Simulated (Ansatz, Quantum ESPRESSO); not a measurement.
# MgS (F-43m): phonons by linear response, part 3 of 4

How does MgS (F-43m) vibrate, and is this structure a minimum?

Quantum ESPRESSO 7.5; DFT LDA, scalar-relativistic, plane waves, GBRV ultrasoft pseudopotentials.

So far, highest frequency (cm⁻¹): step 7 (dispersion) 432. The relaxed cell has a = 5.592 Å (conventional setting).

**9. Zone-centre analysis**

A rigid shift of the crystal must cost nothing, but grids and finite bases break this; the acoustic sum rule is imposed before the matrix is diagonalised again. With Born charges the intensities follow, and the static dielectric tensor.

The input, dynmat.in:

```
&input
   fildyn = 'x.dyn1'
   asr = 'simple'
   lperm = .true.
/
```

Started as:

```console
dynmat.x -in dynmat.in > dynmat.out
```

The program printed:

```text
[banner, memory and clock lines left out]
Program DYNMAT v.7.5

     Reading Dynamical Matrix from file x.dyn1
     ...Force constants read
     ...epsilon and Z* read
     A direction for q was not specified:TO-LO splitting will be absent

     Polarizability (A^3 units)
     multiply by 0.482952 for Clausius-Mossotti correction
        11.175349   -0.000000   -0.000000
        -0.000000   11.175349   -0.000000
        -0.000000   -0.000000   11.175349

     IR activities are in (D/A)^2/amu units

# mode   [cm-1]    [THz]      IR
    1     -0.00   -0.0000    0.0000
    2     -0.00   -0.0000    0.0000
    3     -0.00   -0.0000    0.0000
    4    344.08   10.3152    5.8515
    5    344.08   10.3152    5.8515
    6    344.08   10.3152    5.8515

Electronic dielectric permittivity tensor (relative, adimensional)
         4.211796   -0.000000   -0.000000
        -0.000000    4.211796   -0.000000
        -0.000000   -0.000000    4.211796

 ... with zone-center polar mode contributions
         6.622722    0.000000    0.000000
         0.000000    6.622722    0.000000
         0.000000    0.000000    6.622722
```

Run time: 0.47 s. Hardware: 1 thread of Arm Neoverse V2, shared host.

This step gave:

- highest optical zone-centre mode (no LO-TO term): 344.1 cm⁻¹
- lowest optical zone-centre mode: 344.1 cm⁻¹
- mean static dielectric constant: 6.623

Zone-centre frequencies as printed; negative means imaginary. Modes:

| mode | frequency (cm⁻¹) |
| --- | --- |
| 1 | 0 |
| 2 | 0 |
| 3 | 0 |
| 4 | 344.1 |
| 5 | 344.1 |
| 6 | 344.1 |

Degenerate modes summed, no LO-TO term. Lines of the infrared spectrum (strongest = 100):

| position (cm⁻¹) | lines merged | label | IR intensity, relative |
| --- | --- | --- | --- |
| 344 | 3 | T2 | 100 |

Static dielectric tensor (ions relaxed, fixed cell):

```
6.62 0.00 0.00
0.00 6.62 0.00
0.00 0.00 6.62
```

The rule moves no optical mode by more than 0.3 cm⁻¹.

**10. Sum rules set otherwise (asr no)**

Without the rule the raw error of the acoustic modes shows.

The input, dynmat.in:

```
&input
   fildyn = 'x.dyn1'
   asr = 'no'
   lperm = .true.
/
```

Started as:

```console
dynmat.x -in dynmat.in > dynmat.out
```

The program printed:

```text
[banner, memory and clock lines left out]
Program DYNMAT v.7.5

     Reading Dynamical Matrix from file x.dyn1
     ...Force constants read
     ...epsilon and Z* read
     A direction for q was not specified:TO-LO splitting will be absent

     Polarizability (A^3 units)
     multiply by 0.482952 for Clausius-Mossotti correction
        11.175349   -0.000000   -0.000000
        -0.000000   11.175349   -0.000000
        -0.000000   -0.000000   11.175349

     IR activities are in (D/A)^2/amu units

# mode   [cm-1]    [THz]      IR
    1    -12.20   -0.3657    0.0000
    2    -12.20   -0.3657    0.0000
    3    -12.20   -0.3657    0.0000
    4    343.82   10.3075    5.8505
    5    343.82   10.3075    5.8505
    6    343.82   10.3075    5.8505

Electronic dielectric permittivity tensor (relative, adimensional)
         4.211796   -0.000000   -0.000000
        -0.000000    4.211796   -0.000000
        -0.000000   -0.000000    4.211796

 ... with zone-center polar mode contributions
         6.625891    0.000000    0.000000
         0.000000    6.625891    0.000000
         0.000000    0.000000    6.625891
```

The job ended after 0.47 s (1 thread).

Read from the output:

| Quantity | Value |
| --- | --- |
| highest optical zone-centre mode (no LO-TO term) | 343.8 cm⁻¹ |
| lowest optical zone-centre mode | 343.8 cm⁻¹ |
| mean static dielectric constant | 6.626 |

Zone-centre frequencies as printed; negative means imaginary. Modes:

| mode | frequency (cm⁻¹) |
| --- | --- |
| 1 | -12.2 |
| 2 | -12.2 |
| 3 | -12.2 |
| 4 | 343.8 |
| 5 | 343.8 |
| 6 | 343.8 |

Against the first rule no mode moves by more than 12.3 cm⁻¹.

**11. Sum rules set otherwise: a sum rule for molecules or wires on a crystal**

This rule also removes rotations, which suits molecules and not a crystal; it is tried to see the harm.

The input, dynmat.in:

```
&input
   fildyn = 'x.dyn1'
   asr = 'zero-dim'
   lperm = .true.
/
```

Started as:

```console
dynmat.x -in dynmat.in > dynmat.out
```

The program printed:

```text
[banner, memory and clock lines left out]
Program DYNMAT v.7.5

     Reading Dynamical Matrix from file x.dyn1
     ...Force constants read
     ...epsilon and Z* read
     Acoustic Sum Rule: || Z*(ASR) - Z*(orig)|| =    3.745026E+00
     Acoustic Sum Rule: ||dyn(ASR) - dyn(orig)||=    3.499254E-01
     A direction for q was not specified:TO-LO splitting will be absent

     Polarizability (A^3 units)
     multiply by 0.482952 for Clausius-Mossotti correction
        11.175349   -0.000000   -0.000000
        -0.000000   11.175349   -0.000000
        -0.000000   -0.000000   11.175349

     IR activities are in (D/A)^2/amu units

# mode   [cm-1]    [THz]      IR
    1     -0.00   -0.0000    0.0000
    2     -0.00   -0.0000    0.0000
    3      0.00    0.0000    0.0000
    4      0.00    0.0000    0.0000
    5      0.00    0.0000    0.0000
    6    343.86   10.3086    5.8515

Electronic dielectric permittivity tensor (relative, adimensional)
         4.211796   -0.000000   -0.000000
        -0.000000    4.211796   -0.000000
        -0.000000   -0.000000    4.211796

 ... with zone-center polar mode contributions
         5.016468   -0.804672   -0.804672
        -0.804672    5.016468    0.804672
        -0.804672    0.804672    5.016468
```

The job ended after 0.47 s (1 thread).

The run ended normally, but on settings that are not sound.

The fault: a sum rule for molecules or wires on a crystal; 2 optical modes are projected out to zero frequency, as if they were rotations, and the static dielectric tensor is spoilt.

For a crystal the rule has to be 'simple' or 'crystal'.

Zone-centre frequencies as printed; negative means imaginary. Modes:

| mode | frequency (cm⁻¹) |
| --- | --- |
| 1 | 0 |
| 2 | 0 |
| 3 | 0 |
| 4 | 0 |
| 5 | 0 |
| 6 | 343.9 |

**12. Modes along a direction of q (1 0 0)**

A longitudinal polar mode sets up a macroscopic field that stiffens it; the term hangs on the direction from which q goes to zero.

The input, dynmat.in:

```
&input
   fildyn = 'x.dyn1'
   asr = 'simple'
   q(1) = 1.0
   q(2) = 0.0
   q(3) = 0.0
/
```

Started as:

```console
dynmat.x -in dynmat.in > dynmat.out
```

The program printed:

```text
[banner, memory and clock lines left out]
Program DYNMAT v.7.5

     Reading Dynamical Matrix from file x.dyn1
     ...Force constants read
     ...epsilon and Z* read

     Polarizability (A^3 units)
     multiply by 0.482952 for Clausius-Mossotti correction
        11.175349   -0.000000   -0.000000
        -0.000000   11.175349   -0.000000
        -0.000000   -0.000000   11.175349

     IR activities are in (D/A)^2/amu units

# mode   [cm-1]    [THz]      IR
    1     -0.00   -0.0000    0.0000
    2     -0.00   -0.0000    0.0000
    3     -0.00   -0.0000    0.0000
    4    344.08   10.3152    5.8515
    5    344.08   10.3152    5.8515
    6    431.46   12.9349    5.8515
```

Wall time 0.46 s (1 thread).

Read from the output:

```yaml
highest_mode_moved_by_the_lo_to_term: 431.5 cm⁻¹
```

Zone-centre frequencies as printed; negative means imaginary. Modes:

| mode | frequency (cm⁻¹) |
| --- | --- |
| 1 | 0 |
| 2 | 0 |
| 3 | 0 |
| 4 | 344.1 |
| 5 | 344.1 |
| 6 | 431.5 |

The field moves one mode, from 344 to 432 cm⁻¹; the others stay.

**13. The dispersion under another sum rule (asr no)**

The sum rule corrects the force constants themselves, so it can shift branches at any wavevector, low ones most.

The input, matdyn.in:

```
&input
   asr = 'no'
   flfrc = 'x.fc'
   flfrq = 'x.freq'
   flvec = 'x.modes'
   q_in_band_form = .true.
   q_in_cryst_coord = .true.
/
8
  0.0000000   0.0000000   0.0000000   8  ! GAMMA
 -0.0000000   0.5000000   0.5000000   8  ! X
  0.0000000   0.6250000   0.3750000   1  ! U
 -0.3750000   0.3750000   0.0000000   8  ! K
  0.0000000   0.0000000   0.0000000   8  ! GAMMA
  0.0000000   0.5000000   0.0000000   8  ! L
 -0.2500000   0.5000000   0.2500000   8  ! W
 -0.0000000   0.5000000   0.5000000   1  ! X
```

Started as:

```console
matdyn.x -in matdyn.in > matdyn.out
```

The program printed:

```text
[banner, memory and clock lines left out]
Program MATDYN v.7.5

 mass for atomic type   1 not given; uses mass from file x.fc
 mass for atomic type   2 not given; uses mass from file x.fc
```

Elapsed: 0.49 s, on 1 thread.

This step gave:

| Item | Value |
| --- | --- |
| lowest frequency on the path | -12.20 cm⁻¹ |

Matdyn.x, sum rule no. The phonon branches at the labelled points (cm⁻¹):

| point | branch 1 | branch 2 | branch 3 | branch 4 | branch 5 | branch 6 |
| --- | --- | --- | --- | --- | --- | --- |
| Γ | -12 | -12 | -12 | 344 | 344 | 431 |
| halfway | 90 | 90 | 170 | 341 | 341 | 406 |
| X | 117 | 117 | 286 | 340 | 340 | 347 |
| halfway | 115 | 135 | 282 | 334 | 340 | 348 |
| U | 109 | 161 | 272 | 322 | 340 | 352 |
| jump to K | 109 | 161 | 272 | 322 | 340 | 352 |
| halfway | 66 | 116 | 178 | 342 | 347 | 388 |
| Γ | -12 | -12 | -12 | 344 | 344 | 431 |
| halfway | 58 | 58 | 169 | 342 | 342 | 403 |
| L | 78 | 78 | 274 | 342 | 342 | 347 |
| halfway | 104 | 140 | 261 | 332 | 342 | 350 |
| W | 142 | 158 | 270 | 312 | 344 | 349 |
| halfway | 129 | 137 | 278 | 327 | 345 | 345 |
| X | 117 | 117 | 286 | 340 | 340 | 347 |

The phonon branches as a text plot (rows in cm⁻¹):

```
    422 |*****                     *********
    404 |     **                 **         *
    385 |       **              *            **
    367 |         *           **               *
    348 |********************************************************
    330 |             ********                       ***     ***
    311 |                                               *****
    293 |            **                                        **
    274 |          **  ****                      ****    ******
    256 |                  *                    *    ****
    237 |         *         **                 *
    219 |                     **
    200 |       **                           **
    182 |                       *
    163 |     **         *****              *           ****
    145 |               *     ** **                   ** *****
    126 |    *       ***                   *         *  *    ****
    108 |       ***** ******    *                   * **
     89 |  ** **            **** ****    **       ****
     71 |    *                  *            *******
     52 | ***                    *****  *  **
     34 |                          ***   **
     16 | *                          *  *
     -3 |*                            **
         Γ           X  U|K            Γ         L        W     X
```

At the labelled points the branches move by no more than 12.3 cm⁻¹.

**14. A changed mass**

Force constants don't depend on the masses, so an isotope effect costs no new response.

The input, matdyn.in:

```
&input
   asr = 'simple'
   flfrc = 'x.fc'
   flfrq = 'x.freq'
   flvec = 'x.modes'
   q_in_band_form = .true.
   q_in_cryst_coord = .true.
   amass(1) = 48.61
   amass(2) = 32.06
/
8
  0.0000000   0.0000000   0.0000000   8  ! GAMMA
 -0.0000000   0.5000000   0.5000000   8  ! X
  0.0000000   0.6250000   0.3750000   1  ! U
 -0.3750000   0.3750000   0.0000000   8  ! K
  0.0000000   0.0000000   0.0000000   8  ! GAMMA
  0.0000000   0.5000000   0.0000000   8  ! L
 -0.2500000   0.5000000   0.2500000   8  ! W
 -0.0000000   0.5000000   0.5000000   1  ! X
```

Started as:

```console
matdyn.x -in matdyn.in > matdyn.out
```

The program printed:

```text
[banner, memory and clock lines left out]
Program MATDYN v.7.5
```

The job ended after 0.49 s (1 thread).

This step gave:

| Property | Result |
| --- | --- |
| lowest frequency on the path | 0 cm⁻¹ |

Matdyn.x, sum rule simple. The phonon branches at the labelled points (cm⁻¹):

| point | branch 1 | branch 2 | branch 3 | branch 4 | branch 5 | branch 6 |
| --- | --- | --- | --- | --- | --- | --- |
| Γ | 0 | 0 | 0 | 291 | 291 | 365 |
| halfway | 75 | 75 | 143 | 293 | 293 | 342 |
| X | 96 | 96 | 246 | 286 | 296 | 296 |
| halfway | 94 | 110 | 240 | 280 | 295 | 302 |
| U | 90 | 129 | 226 | 276 | 294 | 309 |
| jump to K | 90 | 129 | 226 | 276 | 294 | 309 |
| halfway | 56 | 96 | 150 | 291 | 296 | 332 |
| Γ | 0 | 0 | 0 | 291 | 291 | 365 |
| halfway | 49 | 49 | 142 | 291 | 291 | 342 |
| L | 65 | 65 | 224 | 292 | 292 | 300 |
| halfway | 86 | 114 | 213 | 285 | 293 | 308 |
| W | 113 | 130 | 221 | 270 | 296 | 310 |
| halfway | 104 | 112 | 234 | 276 | 296 | 305 |
| X | 96 | 96 | 246 | 286 | 296 | 296 |

The phonon branches as a text plot (rows in cm⁻¹):

```
    357 |*****                     *********
    342 |     **                 **         *
    327 |       **            ***            **
    312 |         *     ******                 **    *********
    297 |********************************************************
    281 |            *******                         ****    ****
    266 |                                                ****
    251 |            **                                         *
    236 |          **  ***                                   ***
    221 |                 **                    *************
    205 |         *
    190 |                   **                 *
    175 |       **            **             **
    160 |
    144 |     **                *           *
    129 |                *****                         ******
    114 |    *         **     ** **        *          *  *****
     99 |         *******       *                    * **    ****
     84 |       **       *****     **    **         ***
     68 |  ** **              ** **            ******
     53 |    *                  *  **       ***
     38 | ***                    **  *  *  *
     23 | *                        ***   **
      8 |*                           ****
         Γ           X  U|K            Γ         L        W     X
```

The top of the path falls from 432 to 365 cm⁻¹, a ratio of 0.85; a mode of that atom alone would give 0.71.

(Continued in part 4 of 4.)

[Host names and launcher messages were left out of these logs when they were recorded.]

[Logs are printed without paths, hosts, clocks, repeated set-up lines and the standing remarks that a program may print on its own settings, such as how far it seeks lower states.]

[Hosts, paths, dates, database ids (printed as entryN), source tags and the programs' standing remarks are cut or masked in the printed files.]
